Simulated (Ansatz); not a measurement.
## Fe wire along [111], 13 atoms a period: bands along the axis

Wanted: the relaxed geometry and the bands of the Fe wire along [111], 13 atoms a period.

Calculated with Ansatz 0.2.0; DFT PBE, plane waves, PAW; relaxation of a wire's period; PAW set soft_1, in the first sound run; inputs show where later runs differ.

### Step 1. Set-up

The cell holds 13 atoms: 13 Fe. Its edges and angles: a = 14.804 Å, b = 13.732 Å, c = 2.451 Å, α = 90.0°, β = 90.0°, γ = 90.0°. Vacuum lies along a and b. The structure's axis is c.

### Step 2. The relaxed wire

Band widths follow the bond lengths, so the wire is relaxed first. The atoms and the third cell vector are free; the box across stays fixed as vacuum. Moments are seeded so that a magnetic state can form if it lies lower. A Fermi-Dirac smearing is set since the result may be a metal. The pressure printed is a third of the stress's trace over the whole box, vacuum included; only the stress along the axis is relaxed.

The input, input.yaml:

```yaml
crystal:
  lattice:
    - [14.804, 0.0, 0.0]
    - [0.0, 13.732, 0.0]
    - [0.0, 0.0, 2.4508518927]
  atoms:
    - { symbol: Fe, position: [0.364841407, 0.247596854, 0.0], spin: 2.4 }
    - { symbol: Fe, position: [0.500015157, 0.500002038, 0.0], spin: 2.4 }
    - { symbol: Fe, position: [0.635188907, 0.247596854, 0.0], spin: 2.4 }
    - { symbol: Fe, position: [0.770362656, 0.500002038, 0.0], spin: 2.4 }
    - { symbol: Fe, position: [0.364841407, 0.415866977, 0.333333333], spin: 2.4 }
    - { symbol: Fe, position: [0.500015157, 0.668272161, 0.333333333], spin: 2.4 }
    - { symbol: Fe, position: [0.635188907, 0.415866977, 0.333333333], spin: 2.4 }
    - { symbol: Fe, position: [0.364841407, 0.584137099, 0.666666667], spin: 2.4 }
    - { symbol: Fe, position: [0.500015157, 0.331731915, 0.666666667], spin: 2.4 }
    - { symbol: Fe, position: [0.635188907, 0.584137099, 0.666666667], spin: 2.4 }
    - { symbol: Fe, position: [0.229667657, 0.500002038, 0.0], spin: 2.4 }
    - { symbol: Fe, position: [0.364841407, 0.752407222, 0.0], spin: 2.4 }
    - { symbol: Fe, position: [0.635188907, 0.752407222, 0.0], spin: 2.4 }
magnetization:
  spin_polarized: true
kpoints:
  mp_grid: { grid: [1, 1, 33] }
scf:
  occupations: { method: fermi_dirac, width: 0.05 }
hamiltonian:
  xc: pbe
  pseudopotentials: { kind: paw, azcp: { folder: soft_1 } }
relax:
  cell: { fix: [a, b, alpha, beta, gamma] }
  max_steps: 45
  f_tol: 0.03
```

Run with:

```bash
$ ansatz run input.yaml --threads 4 --pin off --max-ram 16384MiB --backend cpu --events-out ev --progress --plain --runs-dir out
```

Numbers of over 12 decimals in the logs are rounded to 6 here.

The program printed:

```text
Engine: ansatz 0.2.0, aarch64-unknown-linux-gnu
Pseudopotentials: kind: paw
Pseudopotential: Fe, paw, valence charge 16, recommended cutoff 420 eV (normal), soft_1/Fe.paw.azcp
Functional definition: PBE
  parameter kappa = 0.804
  parameter beta = 0.066725
  exchange = pbe_x(kappa = kappa, mu = beta*pi^2/3)
  correlation = pbe_c(beta = beta)
Crystal: 13 atoms, lattice volume = 498.230 Å³
Basis set: ecut = 420 eV, 9641 PW (Γ), exchange–correlation on 200×192×36 points (8 copies of the dense FFT grid, shifted against one another)
Bands: 144, of which v1, the nominal top of the filled ones, is band 104 counted from 1 (103 counted from 0)
Symmetry: 4 space group operations
Space group: P2/m (ITA 10), of the structure as read, at distance tolerance 7.9e-5 Å
Magnetic group: BNS 10.42 (UNI 49), of the structure as read, at distance tolerance 7.9e-5 Å
k-points: 17 of 33
Non-local potential: Fe, projectors of the file, l = 0: 3, l = 1: 2, l = 2: 3, l = 3: 1
PAW form: soft (Blöchl's): semilocal exchange-correlation on the pseudo side does not see the compensation charge
PAW one-centre angular grid: Fe, 590 points (default); XC on 64 Gauss nodes
Initial density: superposition of atomic densities (neutral atoms: chi_scale 0, normalization atom)
Starting moments: Σ|m| = 31.2 μB on 13 of 13 sites
Initial wavefunctions: pseudopotential atomic-orbital guess
Functional: x = pbe(κ = 0.804, μ = 0.219515), c = pbe(β = 0.066725)
SCF iter   1: F=—  HF=-58228.974338 eV  |F-HF|=—  |Δ(HF+E_count)|=         —  Δρ=4.15e-2 (↑2.44e-2 ↓4.15e-2)  dr2=4.82e1  dr2_m=3.76e0  M=32.896 μB ∫|m|=33.202 μB  β_m=0.30  ethr=3.10e-3  ⟨swp⟩=8.1  Hψ=22198  notcnv=0  defer=264
Mixer restart at iter 1: flushing history
preconditioner: auto → LDOS  [metal: Δε(μ)=0.012 eV  Ē_g=5.573 eV  σ=0.050 eV  W_gap=0.06  n_scr=92 (ndim 8)  ℏωp=17.0 eV  f_vac=0.549  D(μ)=14.09/eV (n_scr^D=82)]
spin=Collinear: LDOS preconditioning applied to the charge; magnetization (m = ρ↑ − ρ↓) channel mixes plain (no charge-response kernel on spin).
SCF iter   2: F=—  HF=-58224.961213 eV  |F-HF|=—  |Δ(HF+E_count)|=    4.01e0  Δρ=2.69e-2 (↑2.69e-2 ↓2.45e-2)  dr2=8.30e0  dr2_m=2.45e0  M=33.654 μB ∫|m|=34.135 μB  β_m=0.38  ethr=3.10e-3  ⟨swp⟩=3.0  Hψ=9072  notcnv=0  defer=533
SCF iter   3: F=—  HF=-58230.605658 eV  |F-HF|=—  |Δ(HF+E_count)|=    5.64e0  Δρ=1.57e-2 (↑1.14e-2 ↓1.57e-2)  dr2=2.45e-1  dr2_m=7.66e-1  M=34.049 μB ∫|m|=34.787 μB  β_m=0.44  ethr=3.10e-3  ⟨swp⟩=2.7  Hψ=8399  notcnv=0  defer=533
SCF iter   4: F=—  HF=-58232.714864 eV  |F-HF|=—  |Δ(HF+E_count)|=         —  Δρ=1.64e-2 (↑1.64e-2 ↓1.28e-2)  dr2=1.21e-1  dr2_m=9.42e-1  M=35.584 μB ∫|m|=36.627 μB  β_m=0.44  ethr=1.18e-4  ⟨swp⟩=3.1  Hψ=8831  notcnv=0  defer=533
SCF iter   5: F=—  HF=-58233.492984 eV  |F-HF|=—  |Δ(HF+E_count)|=   7.78e-1  Δρ=7.39e-3 (↑7.39e-3 ↓5.67e-3)  dr2=4.47e-2  dr2_m=1.85e-1  M=35.595 μB ∫|m|=36.873 μB  β_m=0.62  ethr=5.83e-5  ⟨swp⟩=3.2  Hψ=9846  notcnv=0  defer=535
SCF iter   6: F=—  HF=-58233.613842 eV  |F-HF|=—  |Δ(HF+E_count)|=   1.21e-1  Δρ=1.95e-3 (↑1.95e-3 ↓1.01e-3)  dr2=3.03e-2  dr2_m=6.93e-3  M=35.668 μB ∫|m|=37.169 μB  β_m=0.70  ethr=2.15e-5  ⟨swp⟩=2.3  Hψ=9468  notcnv=0  defer=549
SCF iter   7: F=—  HF=-58233.613826 eV  |F-HF|=—  |Δ(HF+E_count)|=   1.63e-5  Δρ=9.41e-4 (↑9.41e-4 ↓7.11e-4)  dr2=8.89e-3  dr2_m=8.86e-4  M=35.661 μB ∫|m|=37.209 μB  β_m=0.65  ethr=1.46e-5  ⟨swp⟩=2.0  Hψ=8103  notcnv=0  defer=549
SCF iter   8: F=—  HF=-58233.615030 eV  |F-HF|=—  |Δ(HF+E_count)|=   1.20e-3  Δρ=3.36e-4 (↑1.82e-4 ↓3.36e-4)  dr2=5.48e-4  dr2_m=1.69e-4  M=35.683 μB ∫|m|=37.245 μB  β_m=0.66  ethr=4.27e-6  ⟨swp⟩=2.0  Hψ=8024  notcnv=0  defer=549
SCF iter   9: F=—  HF=-58233.615554 eV  |F-HF|=—  |Δ(HF+E_count)|=   5.24e-4  Δρ=1.59e-4 (↑1.46e-4 ↓1.59e-4)  dr2=2.84e-4  dr2_m=3.26e-5  M=35.694 μB ∫|m|=37.258 μB  β_m=0.79  ethr=2.64e-7  ⟨swp⟩=3.0  Hψ=10082  notcnv=0  defer=549
SCF iter  10: F=—  HF=-58233.615815 eV  |F-HF|=—  |Δ(HF+E_count)|=   2.60e-4  Δρ=1.41e-4 (↑1.41e-4 ↓6.04e-5)  dr2=7.08e-5  dr2_m=3.02e-5  M=35.708 μB ∫|m|=37.273 μB  β_m=0.70  ethr=1.37e-7  ⟨swp⟩=2.4  Hψ=8072  notcnv=0  defer=549
SCF iter  11: F=—  HF=-58233.615814 eV  |F-HF|=—  |Δ(HF+E_count)|=   4.20e-7  Δρ=4.13e-5 (↑3.04e-5 ↓4.13e-5)  dr2=2.79e-6  dr2_m=5.22e-6  M=35.710 μB ∫|m|=37.278 μB  β_m=0.85  ethr=3.41e-8  ⟨swp⟩=2.4  Hψ=7787  notcnv=0  defer=549
SCF iter  12: F=—  HF=-58233.615820 eV  |F-HF|=—  |Δ(HF+E_count)|=   5.47e-6  Δρ=1.60e-5 (↑1.18e-5 ↓1.60e-5)  dr2=3.36e-6  dr2_m=3.23e-7  M=35.712 μB ∫|m|=37.280 μB  β_m=0.86  ethr=1.34e-9  ⟨swp⟩=2.7  Hψ=9400  notcnv=0  defer=549
SCF iter  13: F=—  HF=-58233.615821 eV  |F-HF|=—  |Δ(HF+E_count)|=   8.88e-7  Δρ=1.17e-5 (↑1.17e-5 ↓7.21e-6)  dr2=1.25e-6  dr2_m=7.92e-8  M=35.712 μB ∫|m|=37.281 μB  β_m=0.64  ethr=1.34e-9  ⟨swp⟩=2.9  Hψ=9511  notcnv=0  defer=549
SCF iter  14: F=—  HF=-58233.615820 eV  |F-HF|=—  |Δ(HF+E_count)|=   3.01e-7  Δρ=4.88e-6 (↑4.88e-6 ↓4.46e-6)  dr2=2.57e-7  dr2_m=3.14e-8  M=35.713 μB ∫|m|=37.281 μB  β_m=0.55  ethr=6.00e-10  ⟨swp⟩=2.5  Hψ=8555  notcnv=0  defer=549
SCF iter  15: F=—  HF=-58233.615820 eV  |F-HF|=—  |Δ(HF+E_count)|=   4.45e-8  Δρ=1.93e-6 (↑1.10e-6 ↓1.93e-6)  dr2=1.47e-8  dr2_m=6.55e-9  M=35.713 μB ∫|m|=37.281 μB  β_m=0.77  ethr=1.24e-10  ⟨swp⟩=2.0  Hψ=6630  notcnv=0  defer=549
SCF iter  16: F=-58233.615820 eV  HF=-58233.615820 eV  |F-HF|=4.49e-8  |Δ(HF+E_count)|=   1.56e-8  Δρ=1.57e-6 (↑1.55e-6 ↓1.57e-6)  dr2=4.50e-8  dr2_m=1.05e-9  M=35.713 μB ∫|m|=37.281 μB  ethr=7.09e-12  ⟨swp⟩=2.6  Hψ=17036  notcnv=0
SCF 1 converged in 16 iterations: F = -58233.615820 eV  dr2 = 4.50e-8
  greatest PAW one-centre occupation: 1.002 electrons in one spin orbital (limit 2), on the Fe atom at site 12 (counted from 0), in its partial waves of l = 1
relax step   1: F+E_penalty+E_count = -58233.61582014 eV  Δ(F+E_penalty+E_count) = +0.000e0 eV  max|allowed force component| = 9.629e-1 eV/Å  Δτ_max = 0.0000 Å  P = -1.663 GPa  Ω = 498.230 Å³  fix = [a, b, alpha, beta, gamma]  reactions: a -1.846, b -1.881 GPa; alpha +0.000 GPa/rad  (16 SCF iters, dr2 threshold 1.00e-7 eV, accepted)
Crystal: 13 atoms, lattice volume = 496.531 Å³
Basis set: ecut = 420 eV, 9597 PW (Γ), exchange–correlation on 200×192×36 points (8 copies of the dense FFT grid, shifted against one another)
Initial density: handed on by an earlier stage of this run
Starting moments: Σ|m| = 31.2 μB on 13 of 13 sites; this step starts from the density that it was given
Initial wavefunctions: those handed on with the density
iter 1 solved again at ethr=1.61e-4 eV; its pass at ethr=3.10e-3 eV (dr2=3.35e-1 eV) is discarded
[...]
relax step   5: F+E_penalty+E_count = -58234.13506106 eV  Δ(F+E_penalty+E_count) = +1.355e-3 eV  max|allowed force component| = 1.201e-2 eV/Å  Δτ_max = 0.0000 Å  P = +0.026 GPa  Ω = 494.994 Å³  fix = [a, b, alpha, beta, gamma]  reactions: a +0.023, b +0.000 GPa; alpha -0.006 GPa/rad  stress off target by 5.45e-2 GPa on what of the cell is left free  SCF on the basis re-selected at this cell (its energy is not comparable with the rows above)  (9 SCF iters)
[...]
relax step   6: F+E_penalty+E_count = -58234.13510107 eV  Δ(F+E_penalty+E_count) = -4.001e-5 eV  max|allowed force component| = 3.731e-3 eV/Å  Δτ_max = 0.0023 Å  P = -0.009 GPa  Ω = 495.211 Å³  energy of the carried Pulay correction = -9.205e-5 eV  fix = [a, b, alpha, beta, gamma]  reactions: a +0.002, b -0.029 GPa; alpha -0.005 GPa/rad  (9 SCF iters, dr2 threshold 7.43e-9 eV, accepted)
iter 1 solved again at ethr=1.41e-6 eV; its pass at ethr=3.10e-3 eV (dr2=2.93e-3 eV) is discarded
SCF iter   1: F=—  HF=-58234.134639 eV  |F-HF|=—  |Δ(HF+E_count)|=         —  Δρ=1.36e-5 (↑1.09e-5 ↓1.36e-5)  dr2=9.83e-8  dr2_m=1.69e-7  M=35.192 μB ∫|m|=36.622 μB  β_m=0.65  ethr=1.41e-6  ⟨swp⟩=4.0  Hψ=33329  notcnv=0
eigensolver tolerance schedule: the retry pair's looser diagonalisation over-reported the residual by 29866.44 of it (diagonalisation noise at an unbounded share of the residual, at the tolerance the schedule requests for it); recorded, not acted on — ethr = c·dr2/N_el stays at c = 1.0e-1
preconditioner: auto → LDOS  [metal: Δε(μ)=0.021 eV  Ē_g=5.363 eV  σ=0.050 eV  W_gap=0.11  n_scr=40 (ndim 8)  ℏωp=17.0 eV  f_vac=0.585  D(μ)=9.30/eV (n_scr^D=52)]
spin=Collinear: LDOS preconditioning applied to the charge; magnetization (m = ρ↑ − ρ↓) channel mixes plain (no charge-response kernel on spin).
SCF iter   2: F=—  HF=-58234.135080 eV  |F-HF|=—  |Δ(HF+E_count)|=   4.40e-4  Δρ=4.86e-6 (↑4.15e-6 ↓4.86e-6)  dr2=9.51e-8  dr2_m=2.32e-8  M=35.192 μB ∫|m|=36.622 μB  β_m=0.52  ethr=4.72e-11  ⟨swp⟩=5.5  Hψ=17114  notcnv=0
SCF iter   3: F=—  HF=-58234.135175 eV  |F-HF|=—  |Δ(HF+E_count)|=   9.55e-5  Δρ=2.65e-6 (↑2.32e-6 ↓2.65e-6)  dr2=1.48e-8  dr2_m=6.80e-9  M=35.192 μB ∫|m|=36.622 μB  β_m=0.58  ethr=4.57e-11  ⟨swp⟩=3.7  Hψ=9595  notcnv=0
SCF iter   4: F=—  HF=-58234.135210 eV  |F-HF|=—  |Δ(HF+E_count)|=   3.50e-5  Δρ=1.12e-6 (↑1.06e-6 ↓1.12e-6)  dr2=7.96e-9  dr2_m=1.55e-9  M=35.192 μB ∫|m|=36.622 μB  β_m=0.61  ethr=7.13e-12  ⟨swp⟩=3.9  Hψ=10543  notcnv=0
SCF iter   5: F=—  HF=-58234.135211 eV  |F-HF|=—  |Δ(HF+E_count)|=   3.16e-7  Δρ=3.60e-7 (↑3.60e-7 ↓2.28e-7)  dr2=1.14e-9  dr2_m=1.53e-10  M=35.192 μB ∫|m|=36.622 μB  β_m=0.58  ethr=3.83e-12  ⟨swp⟩=4.6  Hψ=11757  notcnv=0
SCF iter   6: F=—  HF=-58234.135211 eV  |F-HF|=—  |Δ(HF+E_count)|=   3.03e-7  Δρ=1.62e-7 (↑1.62e-7 ↓1.52e-7)  dr2=2.65e-10  dr2_m=6.06e-11  M=35.192 μB ∫|m|=36.622 μB  β_m=0.73  ethr=1.00e-12  ⟨swp⟩=2.8  Hψ=7334  notcnv=0
SCF iter   7: F=—  HF=-58234.135211 eV  |F-HF|=—  |Δ(HF+E_count)|=   4.64e-8  Δρ=1.25e-7 (↑1.25e-7 ↓6.80e-8)  dr2=7.71e-11  dr2_m=2.70e-11  M=35.192 μB ∫|m|=36.622 μB  β_m=0.71  ethr=1.00e-12  ⟨swp⟩=2.9  Hψ=7609  notcnv=0
SCF iter   8: F=-58234.135211 eV  HF=-58234.135211 eV  |F-HF|=4.22e-10  |Δ(HF+E_count)|=   1.45e-9  Δρ=9.57e-8 (↑6.91e-8 ↓9.57e-8)  dr2=7.27e-11  dr2_m=1.76e-11  M=35.192 μB ∫|m|=36.622 μB  ethr=1.00e-12  ⟨swp⟩=3.7  Hψ=16693  notcnv=0
SCF 7 converged in 8 iterations: F = -58234.135211 eV  dr2 = 7.27e-11
relax step   7: F+E_penalty+E_count = -58234.13521099 eV  Δ(F+E_penalty+E_count) = -1.099e-4 eV  max|allowed force component| = 3.724e-3 eV/Å  Δτ_max = 0.0000 Å  P = -0.009 GPa  Ω = 495.211 Å³  fix = [a, b, alpha, beta, gamma]  reactions: a +0.002, b -0.029 GPa; alpha -0.005 GPa/rad  stress off target by 2.70e-4 GPa on what of the cell is left free  SCF on the basis re-selected at this cell (its energy is not comparable with the rows above)  (8 SCF iters)
basis re-selected at this cell: Δ(F+E_penalty+E_count) = -1.099e-4 eV, ΔP = -0.000 GPa vs the last step (what re-selecting the basis moved, of the pressure what is left beyond the Pulay correction that the steps carried, after the strain that the cell walked since its last selection, with what the two solves' SCF thresholds leave and, on support functions, any second-order correction that the steps lacked; it is no m [...]
SCF converged after 8 iterations
Magnetization: 35.1918 μB (121.5959 up, 86.4041 down)
Absolute magnetization: 36.6270 μB (∫|ρ↑−ρ↓|, with the PAW one-centre terms)
Spin contamination: 0.5436 ħ² per cell (⟨S²⟩ above its minimum at these occupations)
Per-site moments (μB) at R_I (Å): [(2.773059, 0.971292), (2.557595, 1.004851), (2.773059, 0.971292), (2.772808, 0.971254), (2.417827, 0.971254), (2.418154, 0.971462), (2.417827, 0.971254), (2.417827, 0.971254), (2.418154, 0.971462), (2.417827, 0.971254), (2.772808, 0.971254), (2.773059, 0.971292), (2.773059, 0.971292)]
Free energy (F): -58234.135211 eV
Harris-Foulkes:  -58234.135211 eV  (|F-HF|=4.22e-10)
Internal energy: -58234.056301 eV  (E = F + TS)
E sigma→0 (E₀):  -58234.095756 eV
Entropy (-TS):   -0.078910 eV (-6.070 meV/atom)
Fermi energy:    2.911622 eV
--- Per-component energies (eV) ---
  E_band       = -5980.183347
  E_kinetic    = 4283.744122
  E_local      = -166802.468138  (includes V_loc(G=0)·N_el)
  E_nonlocal   = 3809.007516
  E_hartree    = 79416.911278
  E_xc         = -1418.730057
  E_vxc        = -1820.598668  (∫ρ·V_xc dr)
  E_paw        = -17997.894632  (= ΣΔE_a)
  E_vpaw       = -4283.677883  (= ΣTr[D̂ρ^β])
  E_aug_tail   = -0.012908  (compensation charges beyond the density's cutoff)
  E_ewald      = 40475.386519
  E_smearing   = -0.078910  (= −TS)
  E_closure    = 0.000000  (closes the sum)
  Σ components = -58234.135211   (vs F -58234.135211, Δ=0.00e0)
--- Forces (eV/Å), atoms counted from 1 ---
  atom   1  Fe    -0.00017653     0.00004329    -0.00000178
  atom   2  Fe    -0.00000000     0.00000000     0.00000000
  atom   3  Fe     0.00017653     0.00004329    -0.00000178
  atom   4  Fe     0.00010772    -0.00000000    -0.00000000
  atom   5  Fe     0.00154149     0.00060276     0.00364479
  atom   6  Fe    -0.00000000    -0.00123988     0.00372405
  atom   7  Fe    -0.00154149     0.00060276     0.00364479
  atom   8  Fe     0.00154149    -0.00060276    -0.00364479
  atom   9  Fe     0.00000000     0.00123988    -0.00372405
  atom  10  Fe    -0.00154149    -0.00060276    -0.00364479
  atom  11  Fe    -0.00010772     0.00000000     0.00000000
  atom  12  Fe    -0.00017653    -0.00004329     0.00000178
  atom  13  Fe     0.00017653    -0.00004329     0.00000178
  max |Σ_I F_I| component: 1.21e-18 eV/Å
--- Stress (GPa, compression-positive) ---
        0.002023      -0.000000       0.000000
       -0.000000      -0.028821       0.005008
        0.000000       0.005008       0.000270
  P = ⅓ Tr σ = -0.0088 GPa (-0.088 kbar)
--- Relaxed structure (5 steps of the walk, 5 accepted, 2 SCFs on fresh bases) ---
  F+E_penalty+E_count = -58234.13521099 eV   max|allowed force component| = 3.724e-3 eV/Å   (the final SCF, on the basis selected at the relaxed cell)
  cell:  # Å, volume = 495.2112 Å³
    - [14.804, 0, 0]
    - [0, 13.732, 0]
    - [0, 0, 2.436002]
  atoms:
    - { symbol: Fe, position: [0.368739, 0.254794, 0.000688568] }
    - { symbol: Fe, position: [0.500015, 0.5, 0] }
    - { symbol: Fe, position: [0.631291, 0.254794, 0.000688568] }
    - { symbol: Fe, position: [0.762513, 0.5, 0] }
    - { symbol: Fe, position: [0.361959, 0.414024, 0.356983] }
    - { symbol: Fe, position: [0.500015, 0.671871, 0.356082] }
    - { symbol: Fe, position: [0.638071, 0.414024, 0.356983] }
    - { symbol: Fe, position: [0.361959, 0.585976, 0.643017] }
    - { symbol: Fe, position: [0.500015, 0.328129, 0.643918] }
    - { symbol: Fe, position: [0.638071, 0.585976, 0.643017] }
    - { symbol: Fe, position: [0.237517, 0.5, 0] }
    - { symbol: Fe, position: [0.368739, 0.745206, -0.000688568] }
    - { symbol: Fe, position: [0.631291, 0.745206, -0.000688568] }
```

Wall time 8.8 min (4 threads of Arm Neoverse V1, shared host); peak memory 2.7 GiB; 35 min of CPU time.

[end of part 1 of 2]

[Logs are printed without paths, hosts, clocks, repeated set-up lines and the standing remarks that a program may print on its own settings, such as how far it seeks lower states.]

[Hosts, paths, dates, database ids (printed as entryN), source tags and the programs' standing remarks are cut or masked in the printed files.]
